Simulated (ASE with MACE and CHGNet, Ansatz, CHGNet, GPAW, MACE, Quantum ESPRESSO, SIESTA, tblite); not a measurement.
# Machine-learned potentials runs on random packing of 64AlN-36Al2O3 (mol %) (86 atoms)

Wanted: machine-learned potentials inputs and outputs for random packing of 64AlN-36Al2O3 (mol %) (86 atoms), checked against a plane-wave reference.

Method: the method is named at each step, in ASE with MACE and CHGNet.

## 1. Set-up

The cell holds 86 atoms: 38 Al, 18 N and 30 O. Cell: a = 9.738 Å, b = 9.738 Å, c = 9.738 Å, α = 90.0°, β = 90.0°, γ = 90.0°. 86 atoms (38 Al, 18 N, 30 O) packed at random in a cube at 3.16 g/cm³ and pushed apart as soft spheres, cations and anions kept from their own kind; a start for melting by ab initio MD, not an equilibrated structure. Then every atom was moved at random, 0.03 Å r.m.s. a Cartesian component.

The yardstick, on the same geometry:

| Property | Result |
| --- | --- |
| method | Kohn-Sham DFT, PBE, PAW, plane waves (Ansatz 0.2.0); cutoff 420 eV, Γ point, fermi-dirac smearing of 0.05 eV; PAW set soft_2 |
| r.m.s. force component | 1.796 eV/Å |
| longest force | 6.263 eV/Å |
| pressure | 4.911 GPa |
| SCF cycles | 11 |
| time | 8.7 s on 4 threads of Arm Neoverse V2, shared host |
| CPU time | 31 s |

## 2. MACE MP-0b2 small potential

Method: machine-learned interatomic potential MACE MP-0b2 small, trained on PBE(+U) plane-wave data.

Input file run.py:

```python
import numpy as np
from ase.io import read
import mlip  # loads the published weights by name

atoms = read("structure.xyz")
atoms.calc = mlip.calc("mace-mp-0b2-small")
energy = atoms.get_potential_energy()
forces = atoms.get_forces()
print(f"energy {energy:.6f} eV")
print("forces (eV/A)")
for i, (a, f) in enumerate(zip(atoms, forces)):
    print(f"{i:4d} {a.symbol:2s} {f[0]:10.5f} {f[1]:10.5f} {f[2]:10.5f}")
stress = -atoms.get_stress(voigt=False) * 160.21766
print("stress (GPa, compression positive)")
for row in stress:
    print(" ".join(f"{x:10.4f}" for x in row))
```

Input file structure.xyz:

```xyz
86
Lattice="9.73820 0.00000 0.00000 0.00000 9.73820 0.00000 0.00000 0.00000 9.73820" Properties=species:S:1:pos:R:3 pbc="T T T"
Al 9.64491 2.62191 2.62328
Al 0.44601 5.40519 4.59049
Al 8.71540 4.38482 7.35517
Al 8.26238 8.65745 5.15297
Al 5.53363 6.30996 6.65401
Al 4.56838 2.10209 5.04478
Al 0.48116 4.61951 0.46831
Al 2.80022 8.45285 3.49971
Al 2.26102 3.35510 6.95122
Al 2.73984 4.36018 3.32443
Al 7.30190 6.78626 3.93842
Al 8.26910 5.75722 1.46521
Al 7.18231 7.04403 8.43503
Al 6.79025 8.61753 2.31905
Al 1.96137 7.47680 1.20199
Al 6.47678 3.60099 1.01540
Al 8.29276 1.98727 7.81578
Al 2.06898 5.20906 8.45597
Al 6.29906 2.31195 3.34449
Al 4.28120 8.88017 1.58538
Al 1.18251 1.78530 9.11525
Al 1.86370 9.16472 9.10668
Al 4.05216 9.72418 7.38146
Al 6.48944 0.24657 7.32605
Al 2.16120 7.59940 7.22574
Al 6.23878 4.64356 8.50427
Al 8.67829 8.43708 0.25524
Al 5.93047 9.32559 4.59419
Al 4.77785 1.63650 1.55441
Al 8.63106 1.22604 4.34596
Al 1.71587 0.23751 1.93362
Al 9.46183 7.58060 7.08814
Al 7.70905 1.42226 0.31834
Al 1.90937 0.72102 6.41699
Al 7.54487 4.47246 3.36007
Al 2.89312 3.05575 0.80379
Al 9.13950 9.36270 2.52570
Al 3.84639 5.92336 1.85240
N 1.68159 3.59661 9.18264
N 4.44481 3.46417 3.67997
N 6.59997 2.79720 8.40514
N 4.81778 0.78626 3.70587
N 2.28409 7.31436 9.08827
N 3.31722 8.68949 5.77943
N 2.60808 0.93740 0.41193
N 7.89846 2.71482 1.82728
N 7.36724 0.68177 5.73044
N 3.29784 6.14812 7.25058
N 0.53482 8.68297 1.27337
N 5.29174 1.55996 6.63016
N 4.95022 4.49223 1.62803
N 4.63538 3.81913 6.36498
N 4.77873 7.94949 7.50825
N 4.44442 3.13726 9.42073
N 0.89221 6.57027 5.97351
N 6.67573 9.42453 9.36396
[... 26 atom lines left out ...]
O 9.41148 1.04023 1.16858
O 7.38730 7.55645 6.30558
O 0.49275 2.13257 5.09483
O 4.73471 5.34355 8.95340
```

Run with:

```console
$ OMP_NUM_THREADS=1 python run.py > output.txt
```

Output:

```text
energy -489.318032 eV
forces (eV/A)
   0 Al    0.15415    0.16999    0.23862
   1 Al    0.50561   -0.85322    1.58463
   2 Al    0.27660    2.24718   -1.38092
   3 Al    0.59297    1.00136    1.38386
   4 Al   -1.80147    0.27540   -3.57860
   5 Al   -2.79412    0.38227    0.94229
   6 Al   -0.42681    2.25905    0.36620
   7 Al    0.81371   -2.42916    6.71356
   8 Al    0.89659   -0.06396   -2.27844
   9 Al    0.34635   -1.84885    2.11924
  10 Al   -2.86591   -0.81431    1.34519
  11 Al    0.96897    3.59949   -0.83992
  12 Al   -2.54252    1.54553    1.10229
  13 Al   -1.04083   -0.40408   -1.87684
  14 Al   -3.09506   -3.08422   -0.98193
  15 Al   -0.80491    1.18933   -0.70654
  16 Al    0.17610   -2.65947   -2.12658
  17 Al    1.84150    5.52800    0.84212
  18 Al    0.21753   -0.75983    1.09449
  19 Al    0.42807   -2.47581   -2.47317
  20 Al   -0.25241    0.86126   -0.62509
  21 Al    0.32880   -0.08752    1.22267
  22 Al    1.50747   -0.47416    0.12785
  23 Al    2.14235   -0.65780    1.32366
[...]
78 O     0.38449    2.68463   -2.80239
  79 O    -0.65474    1.05863    0.36786
  80 O     0.49427   -3.77516    3.78436
  81 O    -1.94839   -0.49976    3.27613
  82 O    -0.06348    1.67750   -0.27903
  83 O     3.22481    1.05182    1.80069
  84 O    -1.56183   -1.91978   -1.54468
  85 O     1.62984    0.97329   -1.08192
stress (GPa, compression positive)
    1.0181    -2.2069    -2.2514
   -2.2069     2.9971    -1.4947
   -2.2514    -1.4947     2.2258
```

The job ended after 8.6 s (1 thread of Arm Neoverse V2, shared host; peak memory 0.66 GiB).

Banners, paths, timers and routine set-up lines are dropped from the logs unmarked, and long logs keep their key lines alone; longer cuts are marked.

Numbers from this run, and their distance from the reference:

```yaml
r_m_s_force_component: 1.744 eV/Å
r_m_s_difference_of_force_components: 414 meV/Å
longest_difference_of_force_vectors: 1542 meV/Å
force_difference_over_r_m_s_force: 23.05 %
slope_of_forces_against_the_reference_s: 0.9445
correlation_of_force_components: 0.9731
pressure: 2.08 GPa
pressure_difference: -2.831 GPa
```

Length of the force difference by element (eV/Å):

| element | atoms | mean | most |
| --- | --- | --- | --- |
| Al | 38 | 0.60 | 1.1 |
| N | 18 | 0.69 | 1.1 |
| O | 30 | 0.70 | 1.5 |

The surroundings of Al8, which bears the longest force, nearest first, numbered as they follow in the input and with coordinates relative to it.

```
atom      x      y      z  distance (Å)     Fx     Fy  Fz (eV/Å)
 Al8   0.00   0.00   0.00          0.00   0.81  -2.43       6.71
 O62   0.13  -1.84   1.33          2.27  -0.83   0.36      -2.47
 N44   0.52   0.24   2.28          2.35  -0.62   0.79       1.06
Al31  -1.08   1.52  -1.57          2.44   0.04   2.69       0.31
Al20   1.48   0.43  -1.91          2.46   0.43  -2.48      -2.47
Al15  -0.84  -0.98  -2.30          2.63  -3.10  -3.08      -0.98
 O76  -2.19   1.51   0.27          2.67  -0.55  -0.48      -2.74
 O75   2.14  -1.22  -1.03          2.67  -0.47   2.51      -0.76
 O66   0.01   2.37   1.33          2.72   0.00   0.93       2.43
```

Atoms are counted from 1 here, from 0 in the log.

Forces lie 23 % from the reference's, at 0.20 times its CPU time (on 1 against 4 cores).

## 3. CHGNet 0.3.0 potential

Method: machine-learned interatomic potential CHGNet 0.3.0, trained on PBE(+U) plane-wave data.

Edit run.py of step 2 so:

```diff
@@ -5,3 +5,3 @@
 atoms = read("structure.xyz")
-atoms.calc = mlip.calc("mace-mp-0b2-small")
+atoms.calc = mlip.calc("chgnet-0.3.0")
 energy = atoms.get_potential_energy()
```

structure.xyz is that of step 2.

Output:

```text
CHGNet v0.3.0 initialized with 412,525 parameters
CHGNet will run on cpu
energy -516.188171 eV
forces (eV/A)
   0 Al   -0.27178    0.02034   -0.51887
   1 Al    0.05595   -1.61705    2.08507
   2 Al   -0.35964    2.13043   -2.21481
   3 Al    0.56145    1.12110    2.37396
   4 Al   -1.72719    0.30073   -2.98426
   5 Al   -2.36144    1.22446    1.00042
   6 Al   -0.43237    2.29214    1.03129
   7 Al    1.07847   -1.85035    6.31659
   8 Al    0.52653   -0.79545   -2.32559
   9 Al   -0.39328   -1.87543    1.96749
  10 Al   -2.28258   -0.63835    1.01941
  11 Al    1.14140    3.91749   -1.03980
  12 Al   -3.05413    2.34715    1.68096
  13 Al   -1.14555   -0.59694   -2.10656
  14 Al   -3.22446   -2.99284   -1.58063
  15 Al   -0.50071    1.08017   -1.48265
  16 Al    0.89629   -2.49586   -2.44358
  17 Al    2.05340    5.21282    1.08341
  18 Al   -0.61744   -0.16927    0.92172
  19 Al    1.60409   -1.53266   -2.27244
  20 Al   -0.23251    0.73757   -0.77835
  21 Al    0.22443   -0.90411    1.55283
  22 Al    1.32783   -0.03594    0.53021
  23 Al    1.36022   -0.45924    2.21787
[...]
78 O     0.13813    3.00318   -3.10941
  79 O    -0.19868    1.05685    0.37267
  80 O     0.95356   -3.65360    2.80292
  81 O    -2.76502    0.09592    3.64110
  82 O     0.09079    1.31861    0.13396
  83 O     2.76923    0.64248    1.77955
  84 O    -1.76232   -2.44300   -1.21687
  85 O     1.46962   -0.24871   -1.12470
stress (GPa, compression positive)
   -3.5774    -2.0464    -1.7501
   -2.0464     0.3231    -0.6317
   -1.7501    -0.6317    -0.4119
```

Wall time 4.2 s (1 thread); peak memory 1.6 GiB.

Compared with the plane-wave run:

```
r.m.s. force component                  : 1.83 eV/Å
r.m.s. difference of force components   : 497.7 meV/Å
longest difference of force vectors     : 1911 meV/Å
force difference over r.m.s. force      : 27.71 %
slope of forces against the reference's : 0.9808
correlation of force components         : 0.9625
pressure                                : -1.222 GPa
pressure difference                     : -6.133 GPa
```

Against the first run (23 %), the force difference from the reference is 28 %, at 0.62 times the CPU time.

## 4. MACE MPA-0 medium potential

Method: machine-learned interatomic potential MACE MPA-0 medium, trained on PBE(+U) plane-wave data.

Edit run.py of step 3 so:

```diff
@@ -5,3 +5,3 @@
 atoms = read("structure.xyz")
-atoms.calc = mlip.calc("chgnet-0.3.0")
+atoms.calc = mlip.calc("mace-mpa-0-medium")
 energy = atoms.get_potential_energy()
```

structure.xyz is that of step 3.

Output:

```text
energy -474.478868 eV
forces (eV/A)
   0 Al    0.10460    0.33021    0.12443
   1 Al   -0.28896   -1.01272    1.41673
   2 Al   -0.33252    2.36143   -2.30547
   3 Al    0.71720    1.08526    1.15299
   4 Al   -2.60908    0.27613   -2.76317
   5 Al   -2.42453    1.18255    0.90507
   6 Al   -0.02272    1.84277    0.25679
   7 Al    1.12100   -1.99483    6.34166
   8 Al    0.97656   -0.51459   -2.33611
   9 Al    0.17320   -2.01032    1.91506
  10 Al   -2.40578   -0.52257    0.90970
  11 Al    0.52093    3.42850    0.02261
  12 Al   -2.71642    2.13165    1.61603
  13 Al   -0.66954   -0.71824   -1.67978
  14 Al   -3.36895   -3.04802   -1.17595
  15 Al   -0.54961    1.27661   -1.19178
  16 Al    0.53573   -2.64559   -2.76858
  17 Al    2.21755    5.18908    0.97257
  18 Al   -0.22858   -1.05252    0.95928
  19 Al    0.01774   -2.29576   -2.51715
  20 Al   -0.70282    0.50564   -0.75389
  21 Al    0.47895   -0.59203    0.95884
  22 Al    1.19338   -0.48064    0.20596
  23 Al    1.46367   -0.51939    2.16102
[...]
78 O     0.49818    2.90443   -2.48492
  79 O    -0.71128    0.95476    0.02209
  80 O     0.73303   -3.45756    3.69241
  81 O    -1.64662   -0.69927    3.57100
  82 O     0.41445    1.86442   -0.69075
  83 O     3.28750    0.82340    1.54746
  84 O    -0.99241   -1.86918   -0.97037
  85 O     0.59487    0.15704   -0.52224
stress (GPa, compression positive)
    4.2958    -1.5785    -1.9058
   -1.5785     7.7992    -0.7331
   -1.9058    -0.7331     4.5412
```

Elapsed: 7.5 s, on 1 thread; peak memory 1.2 GiB.

Numbers from this run, and their distance from the reference:

- r.m.s. force component: 1.74 eV/Å
- r.m.s. difference of force components: 344.7 meV/Å
- longest difference of force vectors: 1202 meV/Å
- force difference over r.m.s. force: 19.19 %
- slope of forces against the reference's: 0.951
- correlation of force components: 0.9815
- pressure: 5.545 GPa
- pressure difference: 0.6343 GPa

Against the first run (23 %), the force difference from the reference is 19 %, at 1.2 times the CPU time.

## 5. All runs compared

Differences are against the plane-wave reference, forces as r.m.s. over components; share is that over the reference's r.m.s. force, slope the least-squares factor from reference forces to these. Total energies of different programs have different zeros and aren't compared.

```csv
run,"Δ force, r.m.s. (meV/Å)",share (%),slope,Δ pressure (GPa),cores,CPU time,memory (GiB)
reference,-,-,-,-,4,31 s,1.1
MACE MP-0b2 small potential,414,23.0,0.945,-2.83,1,6.2 s,0.66
CHGNet 0.3.0 potential,498,27.7,0.981,-6.13,1,3.9 s,1.6
MACE MPA-0 medium potential,345,19.2,0.951,0.634,1,7.5 s,1.2
```

Times of the machine-learned potentials are mostly Python's start and the loading of weights.

CPU time is summed over cores on a shared host, where runs went side by side, so it is rough. Symmetry, cutoffs, thresholds, outputs and thread counts weren't matched or tuned between programs; memory under MPI is the largest rank's times the ranks.

## 6. Outcome

* nearest in forces: MACE MPA-0 medium potential, 19 %
* its CPU time: 7.5 s

Machine-learned potentials differ by 19 % (MACE MPA-0 medium potential) to 28 % (CHGNet 0.3.0 potential); they were trained on other programs' data. Machine-learned potentials mimic data converged in k, so the reference's own k-point error enters their differences. The reference's stress is far from hydrostatic: its diagonal is 3.1, 8.3, 3.4 GPa, compression counted positive. The reference's pressure of 4.9 GPa belongs to a cell and atoms that aren't relaxed at this level. The electronic-structure runs sample only Γ, in a cell whose shortest periodic width is 10 Å, which is coarse for a cell with partly filled levels.

[Also dropped from logs without a mark: logging warnings of Python, and SIESTA's first energy breakdown and zero terms.]

[Logs are printed without paths, hosts, clocks, repeated set-up lines and the standing remarks that a program may print on its own settings, such as how far it seeks lower states.]

[Hosts, paths, dates, database ids (printed as entryN), source tags and the programs' standing remarks are cut or masked in the printed files.]
